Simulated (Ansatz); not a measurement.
# CsZnH3 in P4bm, a phase reached by a soft mode: a soft mode frozen in, part 3 of 3

Aim: this structure of CsZnH3 in P4bm, a phase reached by a soft mode is to be tested for unstable modes, and one is followed downhill.

Ansatz 0.2.0; DFT r2SCAN, scalar-relativistic, plane waves, PAW; PAW set soft_1.

So far. Step 5 (Energy along the mode, all amplitudes (two of the runs …): The lowest of the steps tried is at 0.45 Å, 1.82 meV/atom below the parent; the bottom of the well need not coincide with a step. Step 7 (The new phase in its own primitive cell): The largest force component left is 0.70 meV/Å and the pressure is -0.001 GPa, within the tolerances set. The cell now holds 18.24 Å³/atom.

The structure was built from a prototype and need not be the compound's stable phase.

## Step 8: Modes of the new phase

A relaxed structure may still be a saddle point, so its zone-centre modes are computed. The response to a homogeneous field gives the Born charges and the dielectric tensor.

Contents of input.yaml:

```yaml
crystal:
  lattice:
    - [4.1396526967, -4.03759451, 0.0]
    - [4.1396526967, 4.03759451, 0.0]
    - [-0.2825741877, 0.0, 5.4552304535]
  atoms:
    - { symbol: Cs, position: [0.0224651736, 0.5250752359, 0.9495263774] }
    - { symbol: Cs, position: [0.5250752359, 0.0224651736, 0.9495263774] }
    - { symbol: Zn, position: [0.0491826385, 0.0491826385, 0.4028200883] }
    - { symbol: Zn, position: [0.4698603537, 0.4698603537, 0.46921619] }
    - { symbol: H, position: [0.816490789, 0.1710909319, 0.5137990471] }
    - { symbol: H, position: [0.1710909319, 0.816490789, 0.5137990471] }
    - { symbol: H, position: [0.2648353462, 0.2648353462, 0.4539208731] }
    - { symbol: H, position: [0.532894251, 0.532894251, 0.7450204724] }
    - { symbol: H, position: [0.0326331513, 0.0326331513, 0.1042051404] }
    - { symbol: H, position: [0.542940331, 0.542940331, 0.2100733561] }
kpoints:
  mp_grid: { grid: [4, 4, 4] }
hamiltonian:
  xc: r2scan
  pseudopotentials: { kind: paw, azcp: { folder: soft_1 } }
scf:
  occupations: { method: fixed }
output:
  eigenvalues: true
phonons:
  method: dfpt
  dielectric: true
  rigid_motions: translations
```

Launch:

```bash
$ ansatz run input.yaml --threads 4 --pin off --max-ram 16384MiB --backend cpu --events-out ev --progress --plain --runs-dir out
```

Numbers of over 12 decimals in the logs are rounded to 6 here.

The program printed:

```text
[...]
Crystal: 10 atoms, lattice volume = 182.360 Å³
Basis set: ecut = 500 eV, 4629 PW (Γ), exchange–correlation on 270×270×240 points (216 copies of the dense FFT grid, shifted against one another)
Bands: 34, of which v1, the nominal top of the filled ones, is band 24 counted from 1 (23 counted from 0)
Symmetry: 2 space group operations
k-points: 36 of 64 (irreducible under 1 space group operation, time reversal used)
[...]
SCF iter   1: F=—  HF=-18124.664144 eV  |F-HF|=—  |Δ(HF+E_count)|=         —  Δρ=9.71e-2  dr2=1.38e1  dr2_τ=5.32e-2  ethr=3.10e-3  ⟨swp⟩=5.0  Hψ=5082  notcnv=0  defer=265
[...]
SCF iter  13: F=-18121.218429 eV  HF=-18121.218429 eV  |F-HF|=0.00e0  |Δ(HF+E_count)|=  5.09e-11  Δρ=4.17e-8  dr2=5.14e-12  dr2_τ=1.97e-13  ethr=1.00e-12  ⟨swp⟩=17.7  Hψ=9486  notcnv=0
SCF 1 converged in 13 iterations: F = -18121.218429 eV  dr2 = 5.14e-12
[...]
NSCF: frozen V_eff on 3 k-points
[...]
Bands: 25, of which v1, the nominal top of the filled ones, is band 24 counted from 1 (23 counted from 0)
k-points: 20 of 64 (time reversal used)
[...]
Eigensolver: Dense (20 Hₖ)
SCF iter   1: F=—  HF=-18121.144456 eV  |F-HF|=—  |Δ(HF+E_count)|=         —  Δρ=3.36e-4  dr2=5.48e-5  dr2_τ=1.73e-5  ethr=1.00e-1
[...]
SCF iter   6: F=-18121.144574 eV  HF=-18121.144574 eV  |F-HF|=5.25e-9  |Δ(HF+E_count)|=   2.41e-8  Δρ=3.35e-6  dr2=1.13e-8  dr2_τ=3.50e-10  ethr=2.08e-10
SCF 1 converged in 6 iterations: F = -18121.144574 eV  dr2 = 1.13e-8
[...]
SCF converged after 13 iterations
Free energy (F): -18121.218429 eV
[...]
Internal energy: -18121.218429 eV  (E = F + TS)
E sigma→0 (E₀):  -18121.218429 eV
Fermi energy:    2.352779 eV
[...]
--- Band table (eV; the first three rows and the last of 36) ---
  k-point 0: bands = [... 20 lower, 1.6020, 1.7666, 1.8228, 2.3011, 6.6106, 7.3045, 7.5583, 7.6376, ... 6 higher]
  k-point 1: bands = [... 20 lower, 0.9647, 1.6551, 1.6884, 1.9417, 7.0057, 7.4499, 7.6582, 8.1779, ... 6 higher]
  k-point 2: bands = [... 20 lower, 0.3319, 1.4794, 1.4983, 1.6056, 7.3065, 7.6799, 7.8451, 8.4083, ... 6 higher]
  k-point 35: bands = [... 20 lower, 1.2191, 1.6735, 1.9951, 2.3412, 7.1552, 7.2725, 8.7112, 8.8465, ... 6 higher]
[...]
ASR residual: 9.576e-5 → 0.000e0 eV/Å²; symmetrization residual: 2.282e-6 eV/Å²
[...]
ε∞ (high-frequency dielectric tensor):
        3.370595    -0.000000     0.022406
       -0.000000     3.479715    -0.000000
        0.022406    -0.000000     3.235759
[...]
Born effective charges Z* (e; rows j = field, columns β = displacement):
    site 0:
         1.22366   -0.00423    0.01467
         0.02374    1.14406    0.00801
         0.01258    0.00934    1.26100
    site 1:
         1.22366    0.00423    0.01467
        -0.02374    1.14406   -0.00801
         0.01258   -0.00934    1.26100
    site 2:
         1.27457   -0.00000   -0.00186
        -0.00000    1.28239    0.00000
         0.00819    0.00000    0.90078
    site 3:
         1.30827   -0.00000    0.01907
        -0.00000    1.60408    0.00000
         0.02120   -0.00000    1.09614
    site 4:
        -0.68181    0.24603    0.03493
         0.17427   -1.25690   -0.09304
         0.02976   -0.13673   -0.65560
    site 5:
        -0.68181   -0.24603    0.03493
        -0.17427   -1.25690    0.09304
         0.02976    0.13673   -0.65560
    site 6:
        -1.47278    0.00000   -0.06209
         0.00000   -0.49729    0.00000
        -0.10585    0.00000   -0.54887
    site 7:
        -0.71760    0.00000   -0.10964
         0.00000   -0.74885    0.00000
        -0.10156    0.00000   -0.83764
    site 8:
        -0.74424    0.00000   -0.06417
         0.00000   -0.73545    0.00000
        -0.00937   -0.00000   -1.02597
    site 9:
        -0.73194    0.00000    0.11949
         0.00000   -0.67919   -0.00000
         0.10272   -0.00000   -0.79526
  Z* charge neutrality: 8.374e-3 e pre-enforcement
[...]
optical modes at Γ without the LO–TO term, one row a degenerate level:
      ω (cm⁻¹)  modes    IR ((D/Å)²/amu)
       -113.92      1             8.3443
         39.34      1             0.0031
         54.74      1             0.2372
         64.17      1             0.0854
         75.96      1             0.6410
         77.36      1             0.8233
         88.38      1             1.6785
[...]
optical modes at Γ + LO–TO along q̂ = [1.0000, 0.0000, 0.0000]:
      ω (cm⁻¹)  modes    IR ((D/Å)²/amu)
[...]
optical modes at Γ + LO–TO along q̂ = [0.0000, 1.0000, 0.0000]:
      ω (cm⁻¹)  modes    IR ((D/Å)²/amu)
[...]
optical modes at Γ + LO–TO along q̂ = [0.0000, 0.0000, 1.0000]:
      ω (cm⁻¹)  modes    IR ((D/Å)²/amu)
[...]
617.18      1            44.8337
        652.06      1             2.9849
        653.45      1            11.4266
        700.14      1            16.1556
        727.76      1            14.3228
        745.32      1             1.0837
       1470.12      1            41.4330
       1481.77      1            30.4584
       1532.57      1            26.0610
       1586.16      1             6.7130
       1758.97      1            34.9844
       1782.98      1             2.0920
```

It took 15 min on 4 threads of Arm Neoverse V1, shared host; peak memory 5 GiB; 61 min of CPU time.

Numbers from this step:

* sum-rule residual before enforcement: 9.58e-5 eV/Å²
* miss of the charge sum rule: 0.008374 e
* estimated error of the dielectric tensor: 0.01142
* estimated error of the Born charges: 0.01632 e
* point group: m
* highest optical mode at the zone centre (no LO-TO term): 1783 cm⁻¹
* lowest optical zone-centre mode: -113.9 cm⁻¹
* mean high-frequency dielectric constant: 3.362
* largest Born charge (third of the trace): 1.336 e
* top of the zone-centre spectrum with the field: 1785 cm⁻¹

Patterns of degenerate modes are one choice out of their space. The modes at Γ (shares of kinetic energy by element, %) (negative means imaginary):

```
mode  frequency (cm⁻¹)  symmetry  Cs %  Zn %  H %
   1            -113.9       A''     2    77   21
   2               0.0  acoustic    66    32    1
   3               0.0  acoustic    66    32    2
   4               0.0  acoustic    66    32    2
   5              39.3       A''    96     3    0
   6              54.7       A''    95     3    2
   7              64.2        A'    92     7    1
   8              76.0        A'    36    62    2
   9              77.4       A''    37    60    3
  10              88.4        A'    34    63    3
  11             111.3        A'     2    94    5
  12             146.4        A'     4    93    2
  13             256.9       A''     3    17   80
  14             307.6        A'     0     3   97
  15             324.9       A''     0     1   98
  16             500.7        A'     0     3   97
  17             536.3       A''     0     0  100
  18             555.8        A'     0     2   98
  19             617.2       A''     0     2   98
  20             620.9        A'     0     2   98
  21             653.5       A''     0     0  100
  22             667.2        A'     0     1   99
  23             719.8        A'     0     1   99
  24             745.3       A''     0     1   99
  25            1468.6        A'     0     1   99
  26            1470.1       A''     0     1   99
  27            1517.0        A'     0     1   99
  28            1586.1        A'     0     0  100
  29            1727.6        A'     0     2   98
  30            1782.8        A'     0     0  100
```

Optical modes at the zone centre, without and with the macroscopic field of the longitudinal modes; each column is sorted by frequency, so a row need not hold one and the same mode. Modes with and without the field, by row:

```
rank among optical modes  no field (cm⁻¹)  q along (1, 0, 0) (cm⁻¹)  q along (0, 1, 0) (cm⁻¹)  q along (0, 0, 1) (cm⁻¹)
                       1           -113.9                    -113.9                     -41.5                    -113.9
                       2             39.3                      39.3                      39.5                      39.3
                       3             54.7                      54.7                      59.6                      54.7
                       4             64.2                      64.6                      64.2                      64.5
                       5               76                      77.4                        76                      76.1
                       6             77.4                      83.2                      88.4                      77.4
                       7             88.4                      88.4                      99.4                     110.4
                       8            111.3                     111.3                     111.3                     111.7
                       9            146.4                     147.1                     146.4                     146.4
                      10            256.9                     256.9                     286.1                     256.9
                      11            307.6                     311.1                     307.6                     308.2
                      12            324.9                     324.9                     331.4                     324.9
                      13            500.7                     509.5                     500.7                       505
                      14            536.3                     536.3                     537.2                     536.3
                      15            555.8                     617.2                     555.8                     557.8
                      16            617.2                     617.4                     620.9                     617.2
                      17            620.9                     653.5                     644.8                     652.1
                      18            653.5                     664.5                     667.2                     653.5
                      19            667.2                     670.1                     719.8                     700.1
                      20            719.8                     745.3                     737.1                     727.8
                      21            745.3                     771.9                     776.3                     745.3
                      22             1469                      1470                      1469                      1470
                      23             1470                      1479                      1517                      1482
                      24             1517                      1544                      1523                      1533
                      25             1586                      1601                      1586                      1586
                      26             1728                      1728                      1728                      1759
                      27             1783                      1785                      1783                      1783
```

Born charge (rows field, columns displacement) (e), principal values of the symmetric part by kind of site:

```
atom  atoms with these values    low  middle   high   mean
 Cs1                        2   1.14    1.22   1.27   1.21
 Zn3                        1   0.90    1.27   1.28   1.15
 Zn4                        1   1.09    1.31   1.60   1.34
  H5                        2  -1.35   -0.64  -0.61  -0.86
  H7                        1  -1.48   -0.54  -0.50  -0.84
  H8                        1  -0.90   -0.75  -0.66  -0.77
  H9                        1  -1.03   -0.74  -0.74  -0.84
 H10                        1  -0.88   -0.68  -0.65  -0.74
```

In full for Zn4:

```
1.31 0.00 0.02
0.00 1.60 0.00
0.02 0.00 1.10
```

High-frequency dielectric tensor:

```
3.37 0.00 0.02
0.00 3.48 0.00
0.02 0.00 3.24
```

Transverse modes; imaginary modes are left out. Infrared lines, with heights relative to the strongest:

```
position (cm⁻¹)  relative intensity
             39                 0.0
             55                 0.5
             64                 0.2
             76                 1.4
             77                 1.7
             88                 3.5
            111                 0.0
            146                 0.2
            257                  15
            308                 3.1
            325                 2.6
            501                  28
            536                 1.8
            556                 100
            617                  95
            621                  48
            653                  24
            667                  11
            720                  20
            745                 2.3
           1469                  62
           1470                  88
           1517                  65
           1586                  14
           1728                  55
           1783                 3.9
```

Before it was imposed, the acoustic sum rule was missed by 9.6e-5 eV/Å² and the charge sum rule by 0.0084 e. Small misses are needed for a sound result but don't prove that mesh and cutoff are converged. The lowest optical mode is imaginary, 113.9i cm⁻¹, so the energy falls along it.

## Step 9: Results

| Item | Value |
| --- | --- |
| unstable mode of the parent | q = (0, 0, 0), 91i cm⁻¹ |
| depth at the lowest point sampled | 1.82 meV/atom |
| largest atomic shift at that point | 0.45 Å |
| space group reached (within 0.01 Å) | Cm |
| energy gained over the parent (first relaxation, on the mesh of the frozen mode) | 30.2 meV/atom |
| volume per atom, phase reached | 18.2 Å³ |
| gap on the k-mesh, phase reached | 4.04 eV |
| lowest optical zone-centre mode, phase reached | -114 cm⁻¹ |
| highest optical mode at the zone centre (no LO-TO term), phase reached | 1783 cm⁻¹ |

What this shows: Along this mode the structure falls into Cm, 30.2 meV/atom below the parent. At the parent's cell the well is 1.821 meV/atom deep on the steps tried, with its lowest point at a shift of 0.45 Å. Relaxing atoms and cell changes the gain by +28.34 meV/atom against the lowest step (energies at zero smearing). Most of the total comes from this relaxation. The new phase still has an imaginary mode at the zone centre of its cell, so it is a saddle point on the way to a lower structure. Of the 2 patterns followed to their end from this parent, this one ends 30.5 meV/atom above the lowest, Pmma. Each path keeps the symmetry of its pattern, so a lower phase may lie along a pattern not tried. Spin-orbit coupling is left out, which can matter for the heavy elements here. The starting cell was built on a prototype and not taken from a measurement, so the phase need not exist.

[Logs are printed without paths, hosts, clocks, repeated set-up lines and the standing remarks that a program may print on its own settings, such as how far it seeks lower states.]

[Hosts, paths, dates, database ids (printed as entryN), source tags and the programs' standing remarks are cut or masked in the printed files.]
